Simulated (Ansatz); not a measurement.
**Ta wire along [111], 13 atoms a period: bands along the axis**

Wanted: the relaxed geometry and the bands of the Ta wire along [111], 13 atoms a period.

Method: DFT PBE, plane waves, PAW; relaxation of a wire's period; PAW set soft_1, in the first sound run; inputs show where later runs differ, in Ansatz 0.2.0.

## (1) Set-up

The cell holds 13 atoms: 13 Ta. Its edges and angles: a = 16.190 Å, b = 14.932 Å, c = 2.875 Å, α = 90.0°, β = 90.0°, γ = 90.0°. Vacuum lies along a and b. The structure's axis is c.

## (2) The relaxed wire

Band widths follow the bond lengths, so the wire is relaxed first. The atoms and the third cell vector are free; the box across stays fixed as vacuum. A Fermi-Dirac smearing is set since the result may be a metal. The pressure printed is a third of the stress's trace over the whole box, vacuum included; only the stress along the axis is relaxed.

input.yaml reads:

```yaml
crystal:
  lattice:
    - [16.19, 0.0, 0.0]
    - [0.0, 14.932, 0.0]
    - [0.0, 0.0, 2.8752043406]
  atoms:
    - { symbol: Ta, position: [0.210006177, 0.500010245, 0.0] }
    - { symbol: Ta, position: [0.355008926, 0.772321588, 0.0] }
    - { symbol: Ta, position: [0.500011676, 0.500010245, 0.0] }
    - { symbol: Ta, position: [0.645014425, 0.772321588, 0.0] }
    - { symbol: Ta, position: [0.355008926, 0.409239797, 0.333333333] }
    - { symbol: Ta, position: [0.500011676, 0.68155114, 0.333333333] }
    - { symbol: Ta, position: [0.645014425, 0.409239797, 0.333333333] }
    - { symbol: Ta, position: [0.355008926, 0.590780692, 0.666666667] }
    - { symbol: Ta, position: [0.500011676, 0.318469349, 0.666666667] }
    - { symbol: Ta, position: [0.645014425, 0.590780692, 0.666666667] }
    - { symbol: Ta, position: [0.355008926, 0.227698902, 0.0] }
    - { symbol: Ta, position: [0.645014425, 0.227698902, 0.0] }
    - { symbol: Ta, position: [0.790017174, 0.500010245, 0.0] }
kpoints:
  mp_grid: { grid: [1, 1, 28] }
scf:
  occupations: { method: fermi_dirac, width: 0.05 }
hamiltonian:
  xc: pbe
  pseudopotentials: { kind: paw, azcp: { folder: soft_1 } }
relax:
  cell: { fix: [a, b, alpha, beta, gamma] }
  max_steps: 45
  f_tol: 0.03
```

The run is started by

```bash
ansatz run input.yaml --threads 4 --pin off --max-ram 16384MiB --backend cpu --events-out ev --progress --plain --runs-dir out
```

Numbers of over 12 decimals in the logs are rounded to 6 here.

What it wrote:

```text
Engine: ansatz 0.2.0, aarch64-unknown-linux-gnu
Pseudopotentials: kind: paw
Pseudopotential: Ta, paw, valence charge 13, recommended cutoff 420 eV (normal), soft_1/Ta.paw.azcp
Functional definition: PBE
  parameter kappa = 0.804
  parameter beta = 0.066725
  exchange = pbe_x(kappa = kappa, mu = beta*pi^2/3)
  correlation = pbe_c(beta = beta)
Crystal: 13 atoms, lattice volume = 695.078 Å³
Basis set: ecut = 420 eV, 13571 PW (Γ), exchange–correlation on 240×200×40 points (8 copies of the dense FFT grid, shifted against one another)
Bands: 102, of which v1, the nominal top of the filled ones, is band 85 counted from 1 (84 counted from 0)
Symmetry: 4 space group operations
Space group: P2/m (ITA 10), of the structure as read, at distance tolerance 8.9e-5 Å
k-points: 15 of 28
Non-local potential: Ta, projectors of the file, l = 0: 3, l = 1: 2, l = 2: 2, l = 3: 1
PAW form: soft (Blöchl's): semilocal exchange-correlation on the pseudo side does not see the compensation charge
PAW one-centre angular grid: Ta, 590 points (default); XC on 64 Gauss nodes
Initial density: superposition of atomic densities (neutral atoms: chi_scale 0, normalization atom)
Initial wavefunctions: pseudopotential atomic-orbital guess
Functional: x = pbe(κ = 0.804, μ = 0.219515), c = pbe(β = 0.066725)
SCF iter   1: F=—  HF=-129128.043106 eV  |F-HF|=—  |Δ(HF+E_count)|=         —  Δρ=4.86e-2  dr2=2.12e2  ethr=3.10e-3  ⟨swp⟩=9.8  Hψ=7072  notcnv=0  defer=9
preconditioner: auto → LDOS  [metal: Δε(μ)=0.014 eV  Ē_g=3.945 eV  σ=0.050 eV  W_gap=0.07  n_scr=92 (ndim 8)  ℏωp=11.4 eV  f_vac=0.468  D(μ)=17.87/eV (n_scr^D=92)  β→1.0]
SCF iter   2: F=—  HF=-129126.367682 eV  |F-HF|=—  |Δ(HF+E_count)|=    1.68e0  Δρ=5.87e-2  dr2=3.47e2  ethr=3.10e-3  ⟨swp⟩=7.5  Hψ=5543  notcnv=0  defer=66
SCF iter   3: F=—  HF=-129111.849486 eV  |F-HF|=—  |Δ(HF+E_count)|=    1.45e1  Δρ=1.41e-2  dr2=2.61e0  ethr=3.10e-3  ⟨swp⟩=6.5  Hψ=4400  notcnv=0  defer=10
SCF iter   4: F=—  HF=-129111.926653 eV  |F-HF|=—  |Δ(HF+E_count)|=   7.72e-2  Δρ=8.34e-3  dr2=3.15e0  ethr=1.54e-3  ⟨swp⟩=3.5  Hψ=2880  notcnv=0  defer=11
SCF iter   5: F=—  HF=-129111.798344 eV  |F-HF|=—  |Δ(HF+E_count)|=   1.28e-1  Δρ=2.34e-3  dr2=2.89e-1  ethr=1.54e-3  ⟨swp⟩=2.1  Hψ=1702  notcnv=0  defer=11
SCF iter   6: F=—  HF=-129111.799575 eV  |F-HF|=—  |Δ(HF+E_count)|=   1.23e-3  Δρ=8.49e-4  dr2=1.53e-2  ethr=1.71e-4  ⟨swp⟩=3.3  Hψ=2278  notcnv=0  defer=10
SCF iter   7: F=—  HF=-129111.802023 eV  |F-HF|=—  |Δ(HF+E_count)|=   2.45e-3  Δρ=4.10e-4  dr2=1.20e-2  ethr=9.04e-6  ⟨swp⟩=2.0  Hψ=2047  notcnv=0  defer=10
SCF iter   8: F=—  HF=-129111.801533 eV  |F-HF|=—  |Δ(HF+E_count)|=   4.90e-4  Δρ=1.33e-4  dr2=1.98e-3  ethr=7.07e-6  ⟨swp⟩=1.3  Hψ=1532  notcnv=0  defer=10
SCF iter   9: F=—  HF=-129111.801479 eV  |F-HF|=—  |Δ(HF+E_count)|=   5.42e-5  Δρ=3.55e-5  dr2=3.00e-5  ethr=1.17e-6  ⟨swp⟩=2.2  Hψ=1779  notcnv=0  defer=10
SCF iter  10: F=—  HF=-129111.800852 eV  |F-HF|=—  |Δ(HF+E_count)|=   6.27e-4  Δρ=2.17e-5  dr2=1.33e-5  ethr=1.78e-8  ⟨swp⟩=3.0  Hψ=2389  notcnv=0  defer=10
SCF iter  11: F=—  HF=-129111.800853 eV  |F-HF|=—  |Δ(HF+E_count)|=   8.12e-7  Δρ=1.05e-5  dr2=2.46e-6  ethr=7.85e-9  ⟨swp⟩=2.0  Hψ=1985  notcnv=0  defer=10
SCF iter  12: F=—  HF=-129111.800853 eV  |F-HF|=—  |Δ(HF+E_count)|=   1.12e-7  Δρ=2.58e-6  dr2=1.29e-7  ethr=1.45e-9  ⟨swp⟩=2.1  Hψ=2112  notcnv=0  defer=10
SCF iter  13: F=-129111.800853 eV  HF=-129111.800853 eV  |F-HF|=1.31e-10  |Δ(HF+E_count)|=   1.15e-8  Δρ=7.88e-7  dr2=7.25e-9  ethr=5.92e-11  ⟨swp⟩=5.2  Hψ=4915  notcnv=0
SCF 1 converged in 13 iterations: F = -129111.800853 eV  dr2 = 7.25e-9
  greatest PAW one-centre occupation: 0.999 electrons in one spin orbital (limit 2), on the Ta atom at site 2 (counted from 0), in its partial waves of l = 0
relax step   1: F+E_penalty+E_count = -129111.80085264 eV  Δ(F+E_penalty+E_count) = +0.000e0 eV  max|allowed force component| = 2.097e0 eV/Å  Δτ_max = 0.0000 Å  P = -5.499 GPa  Ω = 695.078 Å³  fix = [a, b, alpha, beta, gamma]  reactions: a -4.674, b -4.693 GPa; alpha +0.003 GPa/rad  (13 SCF iters, dr2 threshold 1.00e-7 eV, accepted)
Crystal: 13 atoms, lattice volume = 668.952 Å³
Basis set: ecut = 420 eV, 13139 PW (Γ), exchange–correlation on 240×200×40 points (8 copies of the dense FFT grid, shifted against one another)
Initial density: handed on by an earlier stage of this run
Initial wavefunctions: those handed on with the density
SCF iter   1: F=—  HF=-129114.949209 eV  |F-HF|=—  |Δ(HF+E_count)|=         —  Δρ=1.74e-2  dr2=6.31e0  ethr=3.10e-3  ⟨swp⟩=10.0  Hψ=6855  notcnv=0  defer=2
preconditioner: auto → LDOS  [metal: Δε(μ)=0.011 eV  Ē_g=3.296 eV  σ=0.050 eV  W_gap=0.05  n_scr=92 (ndim 8)  ℏωp=11.6 eV  f_vac=0.506  D(μ)=14.88/eV (n_scr^D=78)  β→1.0]
SCF iter   2: F=—  HF=-129114.498977 eV  |F-HF|=—  |Δ(HF+E_count)|=   4.50e-1  Δρ=1.20e-2  dr2=6.43e0  ethr=3.10e-3  ⟨swp⟩=3.3  Hψ=2669  notcnv=0  defer=29
SCF iter   3: F=—  HF=-129114.121474 eV  |F-HF|=—  |Δ(HF+E_count)|=   3.78e-1  Δρ=3.00e-3  dr2=1.73e-1  ethr=3.10e-3  ⟨swp⟩=2.1  Hψ=2075  notcnv=0  defer=29
SCF iter   4: F=—  HF=-129114.111903 eV  |F-HF|=—  |Δ(HF+E_count)|=   9.57e-3  Δρ=1.02e-3  dr2=2.18e-2  ethr=1.02e-4  ⟨swp⟩=2.2  Hψ=2394  notcnv=0  defer=28
SCF iter   5: F=—  HF=-129114.113100 eV  |F-HF|=—  |Δ(HF+E_count)|=   1.20e-3  Δρ=3.52e-4  dr2=1.60e-3  ethr=1.29e-5  ⟨swp⟩=2.3  Hψ=2387  notcnv=0  defer=28
SCF iter   6: F=—  HF=-129114.113400 eV  |F-HF|=—  |Δ(HF+E_count)|=   3.00e-4  Δρ=1.05e-4  dr2=1.65e-4  ethr=9.49e-7  ⟨swp⟩=2.0  Hψ=2053  notcnv=0  defer=28
SCF iter   7: F=—  HF=-129114.112760 eV  |F-HF|=—  |Δ(HF+E_count)|=   6.40e-4  Δρ=3.43e-5  dr2=1.68e-5  ethr=9.79e-8  ⟨swp⟩=2.0  Hψ=2070  notcnv=0  defer=28
SCF iter   8: F=—  HF=-129114.112761 eV  |F-HF|=—  |Δ(HF+E_count)|=   1.36e-6  Δρ=1.48e-5  dr2=4.09e-6  ethr=9.97e-9  ⟨swp⟩=2.4  Hψ=2769  notcnv=0  defer=28
SCF iter   9: F=-129114.112761 eV  HF=-129114.112762 eV  |F-HF|=6.37e-7  |Δ(HF+E_count)|=   3.30e-7  Δρ=6.39e-6  dr2=8.79e-7  ethr=7.69e-10  ⟨swp⟩=5.0  Hψ=5201  notcnv=0
SCF 2 converged in 9 iterations: F = -129114.112761 eV  dr2 = 8.79e-7
  greatest PAW one-centre occupation: 0.999 electrons in one spin orbital (limit 2), on the Ta atom at site 8 (counted from 0), in its partial waves of l = 0
[...]
SCF 3 converged in 8 iterations: F = -129114.168195 eV  dr2 = 2.71e-7
relax step   3: F+E_penalty+E_count = -129114.16819456 eV  Δ(F+E_penalty+E_count) = -5.543e-2 eV  max|allowed force component| = 4.526e-1 eV/Å  Δτ_max = 0.1608 Å  P = +0.900 GPa  Ω = 661.905 Å³  energy of the carried Pulay correction = +2.342e-3 eV  fix = [a, b, alpha, beta, gamma]  reactions: a +1.598, b +1.556 GPa; alpha -0.009 GPa/rad  (8 SCF iters, dr2 threshold 1.30e-6 eV, accepted)
[...]
relax step   4: F+E_penalty+E_count = -129114.34646018 eV  Δ(F+E_penalty+E_count) = -1.783e-1 eV  max|allowed force component| = 9.954e-2 eV/Å  Δτ_max = 0.0708 Å  P = -0.098 GPa  Ω = 659.089 Å³  energy of the carried Pulay correction = +2.546e-3 eV  fix = [a, b, alpha, beta, gamma]  reactions: a +0.249, b +0.196 GPa; alpha -0.004 GPa/rad  (8 SCF iters, dr2 threshold 1.30e-6 eV, accepted)
[...]
relax step   5: F+E_penalty+E_count = -129114.36705685 eV  Δ(F+E_penalty+E_count) = -2.060e-2 eV  max|allowed force component| = 6.139e-2 eV/Å  Δτ_max = 0.0178 Å  P = -0.116 GPa  Ω = 655.366 Å³  energy of the carried Pulay correction = +2.817e-3 eV  fix = [a, b, alpha, beta, gamma]  reactions: a +0.080, b +0.023 GPa; alpha -0.002 GPa/rad  (7 SCF iters, dr2 threshold 1.30e-6 eV, accepted)
[...]
relax step   6: F+E_penalty+E_count = -129114.37753395 eV  Δ(F+E_penalty+E_count) = -1.048e-2 eV  max|allowed force component| = 1.955e-2 eV/Å  Δτ_max = 0.0228 Å  P = -0.057 GPa  Ω = 650.100 Å³  energy of the carried Pulay correction = +3.203e-3 eV  fix = [a, b, alpha, beta, gamma]  reactions: a -0.076, b -0.140 GPa; alpha +0.001 GPa/rad  (7 SCF iters, dr2 threshold 5.11e-7 eV, accepted)
Basis set: ecut = 420 eV, 12811 PW (Γ), exchange–correlation on 240×200×36 points (8 copies of the dense FFT grid, shifted against one another)
Initial wavefunctions: pseudopotential atomic-orbital guess (no wavefunctions were taken with the density)
iter 1 solved again at ethr=4.20e-6 eV; its pass at ethr=3.10e-3 eV (dr2=7.10e-3 eV) is discarded
SCF iter   1: F=—  HF=-129114.375094 eV  |F-HF|=—  |Δ(HF+E_count)|=         —  Δρ=6.63e-5  dr2=3.55e-6  ethr=4.20e-6  ⟨swp⟩=3.9  Hψ=10411  notcnv=0
eigensolver tolerance schedule: the retry pair's looser diagonalisation over-reported the residual by 2002.66 of it (diagonalisation noise at an unbounded share of the residual, at the tolerance the schedule requests for it); recorded, not acted on — ethr = c·dr2/N_el stays at c = 1.0e-1
preconditioner: auto → LDOS  [metal: Δε(μ)=0.031 eV  Ē_g=3.261 eV  σ=0.050 eV  W_gap=0.16  n_scr=92 (ndim 8)  ℏωp=11.7 eV  f_vac=0.496  D(μ)=18.70/eV (n_scr^D=96)  β→1.0]
SCF iter   2: F=—  HF=-129114.374920 eV  |F-HF|=—  |Δ(HF+E_count)|=   1.75e-4  Δρ=7.48e-6  dr2=3.87e-7  ethr=2.10e-9  ⟨swp⟩=3.9  Hψ=4223  notcnv=0
SCF iter   3: F=—  HF=-129114.374920 eV  |F-HF|=—  |Δ(HF+E_count)|=   1.44e-8  Δρ=3.23e-6  dr2=2.27e-7  ethr=2.29e-10  ⟨swp⟩=2.0  Hψ=2638  notcnv=0
SCF iter   4: F=—  HF=-129114.374919 eV  |F-HF|=—  |Δ(HF+E_count)|=   3.60e-8  Δρ=1.32e-6  dr2=1.38e-8  ethr=1.34e-10  ⟨swp⟩=2.0  Hψ=2017  notcnv=0
SCF iter   5: F=—  HF=-129114.374919 eV  |F-HF|=—  |Δ(HF+E_count)|=   4.09e-9  Δρ=3.85e-7  dr2=2.42e-9  ethr=8.17e-12  ⟨swp⟩=3.0  Hψ=3230  notcnv=0
SCF iter   6: F=—  HF=-129114.374919 eV  |F-HF|=—  |Δ(HF+E_count)|=  2.91e-10  Δρ=1.02e-7  dr2=2.23e-10  ethr=1.43e-12  ⟨swp⟩=2.0  Hψ=2022  notcnv=0
SCF iter   7: F=-129114.374919 eV  HF=-129114.374919 eV  |F-HF|=0.00e0  |Δ(HF+E_count)|=  5.82e-11  Δρ=3.70e-8  dr2=2.65e-11  ethr=1.00e-12  ⟨swp⟩=5.0  Hψ=5471  notcnv=0
SCF 7 converged in 7 iterations: F = -129114.374919 eV  dr2 = 2.65e-11
relax step   7: F+E_penalty+E_count = -129114.37491948 eV  Δ(F+E_penalty+E_count) = +2.614e-3 eV  max|allowed force component| = 1.959e-2 eV/Å  Δτ_max = 0.0000 Å  P = -0.058 GPa  Ω = 650.100 Å³  fix = [a, b, alpha, beta, gamma]  reactions: a -0.075, b -0.139 GPa; alpha +0.001 GPa/rad  stress off target by 4.14e-2 GPa on what of the cell is left free  SCF on the basis re-selected at this cell (its energy is not comparable with the rows above)  (7 SCF iters)
basis re-selected at this cell: Δ(F+E_penalty+E_count) = +2.614e-3 eV, ΔP = -0.001 GPa vs the last step (what re-selecting the basis moved, of the pressure what is left beyond the Pulay correction that the steps carried, after the strain that the cell walked since its last selection, with what the two solves' SCF thresholds leave and, on support functions, any second-order correction that the steps lacked; it is no measure of the basis error at this ecutwfc). The dense FFT grid was sized anew with the basis: this SCF ran on 120×100×18 points, the steps before it on 120×100×20, so part of this shift can come from that change (see relax.cell in the input reference). [rest of the remark cut]
SCF converged after 7 iterations
Free energy (F): -129114.374919 eV
Harris-Foulkes:  -129114.374919 eV  (|F-HF|=0.00e0)
Internal energy: -129114.219709 eV  (E = F + TS)
E sigma→0 (E₀):  -129114.297314 eV
Entropy (-TS):   -0.155211 eV (-11.939 meV/atom)
Fermi energy:    4.412474 eV
--- Per-component energies (eV) ---
  E_band       = -3771.455334
  E_kinetic    = 5115.961112
  E_local      = -73223.432230  (includes V_loc(G=0)·N_el)
  E_nonlocal   = -140.892669
  E_hartree    = 34416.578474
  E_xc         = -4163.146146
  E_vxc        = -3019.393748  (∫ρ·V_xc dr)
  E_paw        = -107958.686719  (= ΣΔE_a)
  E_vpaw       = -1336.856613  (= ΣTr[D̂ρ^β])
  E_aug_tail   = 0.001201  (compensation charges beyond the density's cutoff)
  E_ewald      = 16839.397267
  E_smearing   = -0.155211  (= −TS)
  E_closure    = 0.000000  (closes the sum)
  Σ components = -129114.374919   (vs F -129114.374919, Δ=0.00e0)
--- Forces (eV/Å), atoms counted from 1 ---
  atom   1  Ta     0.00061261     0.00000000     0.00000000
  atom   2  Ta    -0.00046949    -0.00100445     0.00071751
  atom   3  Ta     0.00000000     0.00000000     0.00000000
  atom   4  Ta     0.00046949    -0.00100445     0.00071751
  atom   5  Ta     0.01852539     0.01018543     0.01371395
  atom   6  Ta     0.00000000    -0.01959060     0.01288779
  atom   7  Ta    -0.01852539     0.01018543     0.01371395
  atom   8  Ta     0.01852539    -0.01018543    -0.01371395
  atom   9  Ta     0.00000000     0.01959060    -0.01288779
  atom  10  Ta    -0.01852539    -0.01018543    -0.01371395
  atom  11  Ta    -0.00046949     0.00100445    -0.00071751
  atom  12  Ta     0.00046949     0.00100445    -0.00071751
  atom  13  Ta    -0.00061261     0.00000000     0.00000000
  max |Σ_I F_I| component: 1.73e-18 eV/Å
--- Stress (GPa, compression-positive) ---
       -0.074847       0.000000       0.000000
        0.000000      -0.139364      -0.001174
        0.000000      -0.001174       0.041355
  P = ⅓ Tr σ = -0.0576 GPa (-0.576 kbar)
--- Relaxed structure (6 steps of the walk, 6 accepted, 1 SCFs on fresh bases) ---
  F+E_penalty+E_count = -129114.37491948 eV   max|allowed force component| = 1.959e-2 eV/Å   (the final SCF, on the basis selected at the relaxed cell)
  cell:  # Å, volume = 650.1003 Å³
    - [16.19, 0.0, 0.0]
    - [0.0, 14.932, 0]
    - [0.0, 0, 2.689153]
  atoms:
    - { symbol: Ta, position: [0.218558, 0.500010, -1.6243747591951927e-19] }
    - { symbol: Ta, position: [0.359143, 0.764506, 0.000439226] }
    - { symbol: Ta, position: [0.500012, 0.500010, -1.6243747591951927e-19] }
    - { symbol: Ta, position: [0.640880, 0.764506, 0.000439226] }
    - { symbol: Ta, position: [0.349024, 0.405376, 0.379876] }
    - { symbol: Ta, position: [0.500012, 0.689124, 0.379997] }
    - { symbol: Ta, position: [0.651000, 0.405376, 0.379876] }
    - { symbol: Ta, position: [0.349024, 0.594645, 0.620124] }
    - { symbol: Ta, position: [0.500012, 0.310896, 0.620003] }
    - { symbol: Ta, position: [0.651000, 0.594645, 0.620124] }
    - { symbol: Ta, position: [0.359143, 0.235515, -0.000439226] }
    - { symbol: Ta, position: [0.640880, 0.235515, -0.000439226] }
    - { symbol: Ta, position: [0.781466, 0.500010, -1.6243747591951927e-19] }
```

Wall time 4.4 min (4 threads of Arm Neoverse N1, shared host); peak memory 2.1 GiB.

[end of part 1 of 2]

[Logs are printed without paths, hosts, clocks, repeated set-up lines and the standing remarks that a program may print on its own settings, such as how far it seeks lower states.]

[Hosts, paths, dates, database ids (printed as entryN), source tags and the programs' standing remarks are cut or masked in the printed files.]
